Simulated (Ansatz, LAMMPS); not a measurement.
# Squeezing and shearing a frame of amorphous polyacrylonitrile (as short chains C14N4H18) from 540 K (108 atoms), part 3 of 4

Aim: relax a frame of amorphous polyacrylonitrile (as short chains C14N4H18) from 540 K (108 atoms), then change its volume and shape to read moduli from the stress.

Ansatz 0.2.0; Kohn-Sham DFT, PBE+D4, PAW (set soft_2), plane waves.

The cell: 42 C, 12 N and 54 H. The network of contacts between molecules at the start is that of the classical potential that made the cell. The Brillouin zone is sampled at Γ only.

So far. Step 6 (Volume +3 %): The relaxation converged after 5 steps, 0.307 eV below its start, with a largest force component of 0.036 eV/Å. Step 6 (Volume +3 %): Volume +3 %: the energy stands 0.0223 eV above that of the reference, at a pressure of -0.123 GPa.

## (7) Volume -6 %

The relaxed cell is scaled to another volume.

The input, input.yaml:

```yaml
crystal:
  lattice:
    - [10.20018, 0.10512, 0.41562]
    - [0.10512, 9.67846, -0.39679]
    - [0.41562, -0.39679, 10.8477]
  atoms:
    [... the 108 atom lines of step 4 ...]
kpoints:
  mp_grid: { grid: [1, 1, 1] }
hamiltonian:
  xc: pbe
  dispersion: d4
scf:
  occupations: { method: fixed }
output:
  forces: true
  eigenvalues: true
  stress: true
relax:
  f_tol: 0.05
  max_steps: 70
```

Launch:

```bash
ansatz run input.yaml --threads 4 --pin off --max-ram 8192MiB --backend cpu --events-out ev --progress --plain --runs-dir out
```

Numbers of over 12 decimals in the logs are rounded to 6 here.

The log of the run:

```text
[...]
Crystal: 108 atoms, lattice volume = 1067.475 Å³
Basis set: ecut = 420 eV, 20833 PW (Γ), exchange–correlation on 144×144×150 points (8 copies of the dense FFT grid, shifted against one another)
Bands: 249, of which v1, the nominal top of the filled ones, is band 141 counted from 1 (140 counted from 0)
Symmetry: 1 space group operations
[...]
k-points: 1
[...]
SCF iter   1: F=—  HF=-16009.897490 eV  |F-HF|=—  |Δ(HF+E_count)|=         —  Δρ=4.85e-3  dr2=4.18e-1  ethr=1.77e-3  ⟨swp⟩=5.0  Hψ=871  notcnv=0  defer=104
[...]
SCF iter   6: F=—  HF=-16009.850706 eV  |F-HF|=—  |Δ(HF+E_count)|=   8.40e-5  Δρ=1.16e-4  dr2=1.72e-4  ethr=1.09e-7  ⟨swp⟩=2.0  Hψ=290  notcnv=0  defer=106
SCF iter   7: F=-16009.850678 eV  HF=-16009.850681 eV  |F-HF|=2.71e-6  |Δ(HF+E_count)|=   2.52e-5  Δρ=3.23e-5  dr2=1.15e-5  ethr=2.22e-8  ⟨swp⟩=15.0  Hψ=1902  notcnv=0
SCF 1 converged in 7 iterations: F = -16009.850678 eV  dr2 = 1.15e-5
[...]
relax step   1: F+E_penalty+E_count = -16009.85067829 eV  Δ(F+E_penalty+E_count) = +0.000e0 eV  max|allowed force component| = 2.832e0 eV/Å  Δτ_max = 0.0000 Å  (7 SCF iters, dr2 threshold 6.25e-5 eV, accepted)
[...]
relax step   2: F+E_penalty+E_count = -16011.13250377 eV  Δ(F+E_penalty+E_count) = -1.282e0 eV  max|allowed force component| = 3.807e-1 eV/Å  Δτ_max = 0.1007 Å  (7 SCF iters, dr2 threshold 1.00e-4 eV, accepted)
[...]
relax step   3: F+E_penalty+E_count = -16011.24039958 eV  Δ(F+E_penalty+E_count) = -1.079e-1 eV  max|allowed force component| = 1.428e-1 eV/Å  Δτ_max = 0.0870 Å  (8 SCF iters, dr2 threshold 9.06e-6 eV, accepted)
relax step   4: F+E_penalty+E_count = -16011.24456692 eV  Δ(F+E_penalty+E_count) = -4.167e-3 eV  max|allowed force component| = 9.927e-2 eV/Å  Δτ_max = 0.0889 Å  (9 SCF iters, accepted)
[...]
relax step   5: F+E_penalty+E_count = -16011.25163828 eV  Δ(F+E_penalty+E_count) = -7.071e-3 eV  max|allowed force component| = 2.645e-2 eV/Å  Δτ_max = 0.0590 Å  (9 SCF iters, accepted)
SCF converged after 9 iterations
Free energy (F): -16011.251638 eV
[...]
Internal energy: -16011.251638 eV  (E = F + TS)
E sigma→0 (E₀):  -16011.251638 eV
Fermi energy:    -1.622133 eV
[...]
Σ components = -16011.251638   (vs F -16011.251638, Δ=0.00e0)
--- Forces (eV/Å), atoms counted from 1 ---
  atom   1  C      0.00205258     0.01095980     0.00377017
  atom   2  C     -0.00554576    -0.00098914     0.01171509
  atom   3  C      0.00274369    -0.01929941     0.00385472
  atom   4  C     -0.00687167    -0.00254511    -0.01423298
[...]
atom 108  H     -0.00466623     0.00866216     0.00468668
  max |Σ_I F_I| component: 6.74e-5 eV/Å
--- Stress (GPa, compression-positive) ---
        0.486332       0.014758       0.069270
        0.014758       0.411042      -0.062304
        0.069270      -0.062305       0.527906
  P = ⅓ Tr σ = 0.4751 GPa (4.751 kbar)
--- Band table (eV) ---
[...]
--- Relaxed structure (5 steps of the walk, 5 accepted, 0 SCFs on fresh bases) ---
  F+E_penalty+E_count = -16011.25163828 eV   max|allowed force component| = 2.645e-2 eV/Å
  atoms:
    - { symbol: C, position: [0.638108, 0.755777, 0.246273] }
    - { symbol: C, position: [0.609842, 0.659657, 0.134909] }
    - { symbol: C, position: [0.635308, 0.506062, 0.156759] }
    - { symbol: C, position: [0.663434, 0.425719, 0.038611] }
[...]
- { symbol: H, position: [0.291381, 0.338686, 0.704775] }
```

Elapsed: 19 s, on 4 threads of AMD EPYC 9R45, shared host; peak memory 1.2 GiB; 70 s of CPU time.

The relaxation converged after 5 steps, 1.40 eV below its start, with a largest force component of 0.026 eV/Å.

Volume -6 %: the energy stands 0.107 eV above that of the reference, at a pressure of 0.475 GPa.

## (8) Volume +6 %

The relaxed cell is scaled to another volume.

Input and log are left out; they have the form of those shown for this kind of step.

Run time: 22 s. Hardware: 4 threads of AMD EPYC 9R45, shared host; peak memory 1.3 GiB.

The relaxation converged after 6 steps, 1.19 eV below its start, with a largest force component of 0.017 eV/Å.

Volume +6 %: the energy stands 0.0735 eV above that of the reference, at a pressure of -0.302 GPa.

## (9) Volume -10 %

The relaxed cell is scaled to another volume.

input.yaml, the sections that differ from step 7:

```yaml
crystal:
  lattice:
    - [10.05339, 0.10361, 0.40964]
    - [0.10361, 9.53918, -0.39108]
    - [0.40964, -0.39108, 10.6916]
  atoms:
    [... the 108 atom lines of step 4 ...]
# kpoints, hamiltonian, scf, output, relax: as in step 7
```

The log of the run:

```text
[...]
Crystal: 108 atoms, lattice volume = 1022.050 Å³
Basis set: ecut = 420 eV, 19967 PW (Γ), exchange–correlation on 144×128×144 points (8 copies of the dense FFT grid, shifted against one another)
Bands: 249, of which v1, the nominal top of the filled ones, is band 141 counted from 1 (140 counted from 0)
Symmetry: 1 space group operations
[...]
k-points: 1
[...]
SCF iter   1: F=—  HF=-16006.967901 eV  |F-HF|=—  |Δ(HF+E_count)|=         —  Δρ=5.26e-3  dr2=4.45e-1  ethr=1.77e-3  ⟨swp⟩=5.0  Hψ=871  notcnv=0  defer=104
[...]
SCF iter   6: F=—  HF=-16006.913144 eV  |F-HF|=—  |Δ(HF+E_count)|=   8.53e-5  Δρ=1.10e-4  dr2=1.45e-4  ethr=1.03e-7  ⟨swp⟩=2.0  Hψ=290  notcnv=0  defer=106
SCF iter   7: F=-16006.913120 eV  HF=-16006.913123 eV  |F-HF|=3.04e-6  |Δ(HF+E_count)|=   2.04e-5  Δρ=3.26e-5  dr2=1.12e-5  ethr=2.22e-8  ⟨swp⟩=14.0  Hψ=1850  notcnv=0
SCF 1 converged in 7 iterations: F = -16006.913120 eV  dr2 = 1.12e-5
[...]
relax step   1: F+E_penalty+E_count = -16006.91312027 eV  Δ(F+E_penalty+E_count) = +0.000e0 eV  max|allowed force component| = 5.047e0 eV/Å  Δτ_max = 0.0000 Å  (7 SCF iters, dr2 threshold 6.25e-5 eV, accepted)
[...]
relax step   2: F+E_penalty+E_count = -16010.68096786 eV  Δ(F+E_penalty+E_count) = -3.768e0 eV  max|allowed force component| = 7.379e-1 eV/Å  Δτ_max = 0.1689 Å  (7 SCF iters, dr2 threshold 1.00e-4 eV, accepted)
[...]
relax step   3: F+E_penalty+E_count = -16010.98982839 eV  Δ(F+E_penalty+E_count) = -3.089e-1 eV  max|allowed force component| = 3.319e-1 eV/Å  Δτ_max = 0.1661 Å  (8 SCF iters, dr2 threshold 3.40e-5 eV, accepted)
relax step   4: F+E_penalty+E_count = -16011.00051173 eV  Δ(F+E_penalty+E_count) = -1.068e-2 eV  max|allowed force component| = 2.223e-1 eV/Å  Δτ_max = 0.1641 Å  (8 SCF iters, dr2 threshold 6.88e-6 eV, accepted)
relax step   5: F+E_penalty+E_count = -16011.03130783 eV  Δ(F+E_penalty+E_count) = -3.080e-2 eV  max|allowed force component| = 8.960e-2 eV/Å  Δτ_max = 0.1016 Å  (7 SCF iters, dr2 threshold 9.99e-6 eV, accepted)
[...]
relax step   6: F+E_penalty+E_count = -16011.03912833 eV  Δ(F+E_penalty+E_count) = -7.821e-3 eV  max|allowed force component| = 3.116e-2 eV/Å  Δτ_max = 0.0753 Å  (9 SCF iters, accepted)
SCF converged after 9 iterations
Free energy (F): -16011.039128 eV
[...]
Internal energy: -16011.039128 eV  (E = F + TS)
E sigma→0 (E₀):  -16011.039128 eV
Fermi energy:    -1.337710 eV
[...]
Σ components = -16011.039128   (vs F -16011.039128, Δ=0.00e0)
--- Forces (eV/Å), atoms counted from 1 ---
  atom   1  C      0.00532553    -0.01134507    -0.00053820
  atom   2  C      0.00712667    -0.01965404    -0.00555353
  atom   3  C     -0.00020463     0.02022162     0.00843811
  atom   4  C      0.00346914     0.00486729    -0.00254183
[...]
atom 108  H     -0.00369815    -0.01038705    -0.00624914
  max |Σ_I F_I| component: 9.62e-5 eV/Å
--- Stress (GPa, compression-positive) ---
        1.102868       0.048922       0.138922
        0.048921       0.973870      -0.109473
        0.138922      -0.109474       1.215723
  P = ⅓ Tr σ = 1.0975 GPa (10.975 kbar)
--- Band table (eV) ---
[...]
--- Relaxed structure (6 steps of the walk, 6 accepted, 0 SCFs on fresh bases) ---
  F+E_penalty+E_count = -16011.03912833 eV   max|allowed force component| = 3.116e-2 eV/Å
  atoms:
    - { symbol: C, position: [0.640979, 0.759195, 0.244381] }
    - { symbol: C, position: [0.613823, 0.661260, 0.131474] }
    - { symbol: C, position: [0.637149, 0.505756, 0.155300] }
    - { symbol: C, position: [0.667327, 0.422079, 0.037037] }
[...]
- { symbol: H, position: [0.282887, 0.333062, 0.701651] }
```

Elapsed: 22 s, on 4 threads; peak memory 1.2 GiB; 84 s of CPU time.

The relaxation converged after 6 steps, 4.13 eV below its start, with a largest force component of 0.031 eV/Å.

Volume -10 %: the energy stands 0.320 eV above that of the reference, at a pressure of 1.10 GPa.

## (10) Stretched by 1 % along x

The relaxed cell is strained along x alone, which gives the stiffness along x and its coupling to y and z.

input.yaml, the sections that differ from step 9:

```yaml
crystal:
  lattice:
    - [10.51687, 0.10731, 0.42428]
    - [0.10838, 9.88015, -0.40506]
    - [0.42852, -0.40506, 11.07376]
  atoms:
    [... the 108 atom lines of step 4 ...]
# kpoints, hamiltonian, scf, output, relax: as in step 9
```

The log of the run:

```text
[...]
Crystal: 108 atoms, lattice volume = 1146.967 Å³
Basis set: ecut = 420 eV, 22461 PW (Γ), exchange–correlation on 144×144×150 points (8 copies of the dense FFT grid, shifted against one another)
Bands: 249, of which v1, the nominal top of the filled ones, is band 141 counted from 1 (140 counted from 0)
Symmetry: 1 space group operations
[...]
k-points: 1
[...]
SCF iter   1: F=—  HF=-16011.328605 eV  |F-HF|=—  |Δ(HF+E_count)|=         —  Δρ=4.34e-3  dr2=3.98e-1  ethr=1.77e-3  ⟨swp⟩=5.0  Hψ=871  notcnv=0  defer=104
[...]
SCF iter   6: F=—  HF=-16011.287820 eV  |F-HF|=—  |Δ(HF+E_count)|=   9.92e-5  Δρ=1.45e-4  dr2=2.95e-4  ethr=1.30e-7  ⟨swp⟩=2.0  Hψ=290  notcnv=0  defer=106
SCF iter   7: F=-16011.287772 eV  HF=-16011.287773 eV  |F-HF|=9.57e-7  |Δ(HF+E_count)|=   4.64e-5  Δρ=3.19e-5  dr2=1.15e-5  ethr=2.22e-8  ⟨swp⟩=15.0  Hψ=1846  notcnv=0
SCF 1 converged in 7 iterations: F = -16011.287772 eV  dr2 = 1.15e-5
[...]
relax step   1: F+E_penalty+E_count = -16011.28777246 eV  Δ(F+E_penalty+E_count) = +0.000e0 eV  max|allowed force component| = 1.169e0 eV/Å  Δτ_max = 0.0000 Å  (7 SCF iters, dr2 threshold 6.25e-5 eV, accepted)
[...]
relax step   2: F+E_penalty+E_count = -16011.35017026 eV  Δ(F+E_penalty+E_count) = -6.240e-2 eV  max|allowed force component| = 1.765e-1 eV/Å  Δτ_max = 0.0626 Å  (5 SCF iters, dr2 threshold 8.54e-5 eV, accepted)
[...]
relax step   3: F+E_penalty+E_count = -16011.35721027 eV  Δ(F+E_penalty+E_count) = -7.040e-3 eV  max|allowed force component| = 1.715e-1 eV/Å  Δτ_max = 0.0765 Å  (8 SCF iters, accepted)
relax step   4: F+E_penalty+E_count = -16011.35942673 eV  Δ(F+E_penalty+E_count) = -2.216e-3 eV  max|allowed force component| = 5.790e-2 eV/Å  Δτ_max = 0.0459 Å  (8 SCF iters, accepted)
[...]
relax step   5: F+E_penalty+E_count = -16011.35978358 eV  Δ(F+E_penalty+E_count) = -3.568e-4 eV  max|allowed force component| = 1.820e-2 eV/Å  Δτ_max = 0.0040 Å  (6 SCF iters, accepted)
SCF converged after 6 iterations
Free energy (F): -16011.359784 eV
[...]
Internal energy: -16011.359784 eV  (E = F + TS)
E sigma→0 (E₀):  -16011.359784 eV
Fermi energy:    -2.080908 eV
[...]
Σ components = -16011.359784   (vs F -16011.359784, Δ=0.00e0)
--- Forces (eV/Å), atoms counted from 1 ---
  atom   1  C      0.00047308     0.00110153     0.00099480
  atom   2  C      0.00056572     0.00281268    -0.00329606
  atom   3  C     -0.00445391    -0.00349099     0.00367791
  atom   4  C      0.00309652    -0.00713354     0.00343110
[...]
atom 108  H      0.00054237    -0.00142395    -0.00219356
  max |Σ_I F_I| component: 1.90e-4 eV/Å
--- Stress (GPa, compression-positive) ---
       -0.084970       0.004996       0.023875
        0.004995      -0.044439      -0.025548
        0.023875      -0.025549      -0.044326
  P = ⅓ Tr σ = -0.0579 GPa (-0.579 kbar)
--- Band table (eV) ---
[...]
--- Relaxed structure (5 steps of the walk, 5 accepted, 0 SCFs on fresh bases) ---
  F+E_penalty+E_count = -16011.35978358 eV   max|allowed force component| = 1.820e-2 eV/Å
  atoms:
    - { symbol: C, position: [0.633886, 0.750727, 0.248258] }
    - { symbol: C, position: [0.606828, 0.656808, 0.138576] }
    - { symbol: C, position: [0.634520, 0.506110, 0.158125] }
    - { symbol: C, position: [0.660609, 0.429177, 0.041086] }
[...]
- { symbol: H, position: [0.297480, 0.345372, 0.704589] }
```

The job ended after 18 s (4 threads; peak memory 1.3 GiB; 65 s of CPU time).

The relaxation converged after 5 steps, 0.0720 eV below its start, with a largest force component of 0.018 eV/Å.

Stretched by 1 % along x: the energy stands 7.4e-4 eV below that of the reference, at a pressure of -0.0579 GPa.

## (11) Compressed by 1 % along x

The relaxed cell is strained along x alone, which gives the stiffness along x and its coupling to y and z.

input.yaml, the sections that differ from step 10:

```yaml
crystal:
  lattice:
    - [10.30861, 0.10731, 0.42428]
    - [0.10624, 9.88015, -0.40506]
    - [0.42004, -0.40506, 11.07376]
  atoms:
    [... the 108 atom lines of step 4 ...]
# kpoints, hamiltonian, scf, output, relax: as in step 10
```

The log of the run:

```text
[...]
Crystal: 108 atoms, lattice volume = 1124.254 Å³
Basis set: ecut = 420 eV, 22001 PW (Γ), exchange–correlation on 144×144×150 points (8 copies of the dense FFT grid, shifted against one another)
Bands: 249, of which v1, the nominal top of the filled ones, is band 141 counted from 1 (140 counted from 0)
Symmetry: 1 space group operations
[...]
k-points: 1
[...]
SCF iter   1: F=—  HF=-16011.323825 eV  |F-HF|=—  |Δ(HF+E_count)|=         —  Δρ=4.47e-3  dr2=4.03e-1  ethr=1.77e-3  ⟨swp⟩=5.0  Hψ=873  notcnv=0  defer=102
[...]
SCF iter   6: F=—  HF=-16011.281279 eV  |F-HF|=—  |Δ(HF+E_count)|=   8.70e-5  Δρ=1.29e-4  dr2=2.30e-4  ethr=1.20e-7  ⟨swp⟩=2.0  Hψ=290  notcnv=0  defer=106
SCF iter   7: F=-16011.281241 eV  HF=-16011.281244 eV  |F-HF|=2.79e-6  |Δ(HF+E_count)|=   3.47e-5  Δρ=3.31e-5  dr2=1.28e-5  ethr=2.22e-8  ⟨swp⟩=15.0  Hψ=1914  notcnv=0
SCF 1 converged in 7 iterations: F = -16011.281241 eV  dr2 = 1.28e-5
[...]
relax step   1: F+E_penalty+E_count = -16011.28124131 eV  Δ(F+E_penalty+E_count) = +0.000e0 eV  max|allowed force component| = 1.239e0 eV/Å  Δτ_max = 0.0000 Å  (7 SCF iters, dr2 threshold 6.25e-5 eV, accepted)
[...]
relax step   2: F+E_penalty+E_count = -16011.34622119 eV  Δ(F+E_penalty+E_count) = -6.498e-2 eV  max|allowed force component| = 1.638e-1 eV/Å  Δτ_max = 0.0483 Å  (5 SCF iters, dr2 threshold 9.60e-5 eV, accepted)
[...]
relax step   3: F+E_penalty+E_count = -16011.35333318 eV  Δ(F+E_penalty+E_count) = -7.112e-3 eV  max|allowed force component| = 1.398e-1 eV/Å  Δτ_max = 0.0199 Å  (8 SCF iters, accepted)
[...]
relax step   4: F+E_penalty+E_count = -16011.35427261 eV  Δ(F+E_penalty+E_count) = -9.394e-4 eV  max|allowed force component| = 3.029e-2 eV/Å  Δτ_max = 0.0238 Å  (7 SCF iters, accepted)
SCF converged after 7 iterations
Free energy (F): -16011.354273 eV
[...]
Internal energy: -16011.354273 eV  (E = F + TS)
E sigma→0 (E₀):  -16011.354273 eV
Fermi energy:    -1.953664 eV
[...]
Σ components = -16011.354273   (vs F -16011.354273, Δ=0.00e0)
--- Forces (eV/Å), atoms counted from 1 ---
  atom   1  C      0.00288288    -0.00322070     0.00191592
  atom   2  C     -0.00305448    -0.00332682     0.00313721
  atom   3  C      0.00771137     0.01032507    -0.00572312
  atom   4  C     -0.00333999    -0.00630409     0.00354496
[...]
atom 108  H     -0.00126108     0.00441101     0.00143903
  max |Σ_I F_I| component: 8.47e-5 eV/Å
--- Stress (GPa, compression-positive) ---
        0.104950      -0.003367       0.032361
       -0.003368       0.015218      -0.008533
        0.032361      -0.008534       0.011685
  P = ⅓ Tr σ = 0.0440 GPa (0.440 kbar)
--- Band table (eV) ---
[...]
--- Relaxed structure (4 steps of the walk, 4 accepted, 0 SCFs on fresh bases) ---
  F+E_penalty+E_count = -16011.35427261 eV   max|allowed force component| = 3.029e-2 eV/Å
  atoms:
    - { symbol: C, position: [0.635806, 0.749479, 0.247523] }
    - { symbol: C, position: [0.606731, 0.655896, 0.138133] }
    - { symbol: C, position: [0.633622, 0.504932, 0.157764] }
    - { symbol: C, position: [0.659578, 0.427900, 0.040695] }
[...]
- { symbol: H, position: [0.297657, 0.345956, 0.706163] }
```

It took 14 s on 4 threads; peak memory 1.2 GiB.

The relaxation converged after 4 steps, 0.0730 eV below its start, with a largest force component of 0.030 eV/Å.

Compressed by 1 % along x: the energy stands 0.00477 eV above that of the reference, at a pressure of 0.0440 GPa.

[end of part 3 of 4]

[Logs are printed without paths, hosts, clocks, repeated set-up lines and the standing remarks that a program may print on its own settings, such as how far it seeks lower states.]

[Hosts, paths, dates, database ids (printed as entryN), source tags and the programs' standing remarks are cut or masked in the printed files.]
